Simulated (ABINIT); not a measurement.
Planning a run of ABINIT 10.8.3 on ZnWO4 (P2/c). The input:

```
acell 3*1.0 Angstrom
rprim 
  4.698600000000 0.000000000000 0.000000000000
  0.000000000000 5.729300000000 0.000000000000
  -0.052988409000 0.000000000000 4.936415614400
ntypat 3
znucl 30 74 8
natom 12
typat 1 1 2 2 3 3 3 3 3 3 3 3
xred 
  0.500000000000 0.684000000000 0.250000000000
  0.500000000000 0.316000000000 0.750000000000
  0.000000000000 0.182580000000 0.250000000000
  0.000000000000 0.817420000000 0.750000000000
  0.216900000000 0.105100000000 0.936300000000
  0.783100000000 0.105100000000 0.563700000000
  0.783100000000 0.894900000000 0.063700000000
  0.216900000000 0.894900000000 0.436300000000
  0.256500000000 0.377700000000 0.399600000000
  0.743500000000 0.377700000000 0.100400000000
  0.743500000000 0.622300000000 0.600400000000
  0.256500000000 0.622300000000 0.899600000000
pp_dirpath "pseudos"
pseudos "Zn.upf, W.upf, O.upf"
ecut 38
ngkpt 2 2 2
nshiftk 1
shiftk 0 0 0
kptopt 1
chksymbreak 0
istwfk *1
occopt 1
irdwfk 1
optdriver 3
nband 123
ecuteps 3.6
inclvkb 0
awtr 1
symchi 1
indata_prefix "in"
outdata_prefix "out"
tmpdata_prefix "tmp"
```

```sh
OMP_NUM_THREADS=1 mpirun -n 16 abinit run.abi > log
```

Q: How long will it take on 16 MPI ranks of Arm Neoverse V1, shared host, and how much memory?

It took 22 s; on shared hardware allow 11 s to 43 s. Peak host memory was 8.5 GiB.

[Paths, hosts, dates, memory and timing lines, banners, echoed tables and standing remarks are left out of the program output.]

[Logs are printed without paths, hosts, clocks, repeated set-up lines and the standing remarks that a program may print on its own settings, such as how far it seeks lower states.]

[Runs of the session that timed out or met a known fault of the program may be left out.]

[Hosts, paths, dates, database ids (printed as entryN), source tags and the programs' standing remarks are cut or masked in the printed files.]

[G0W0 gaps are taken among the corrected bands and points alone; a level outside them can change the order at an edge.]

[Where Ansatz stands beside ABINIT at settings called matched, ABINIT's density can come from a denser mesh and the files from another edition; pairs whose starting gaps differed by over 0.03 eV were left out, so agreement reads better than it is.]
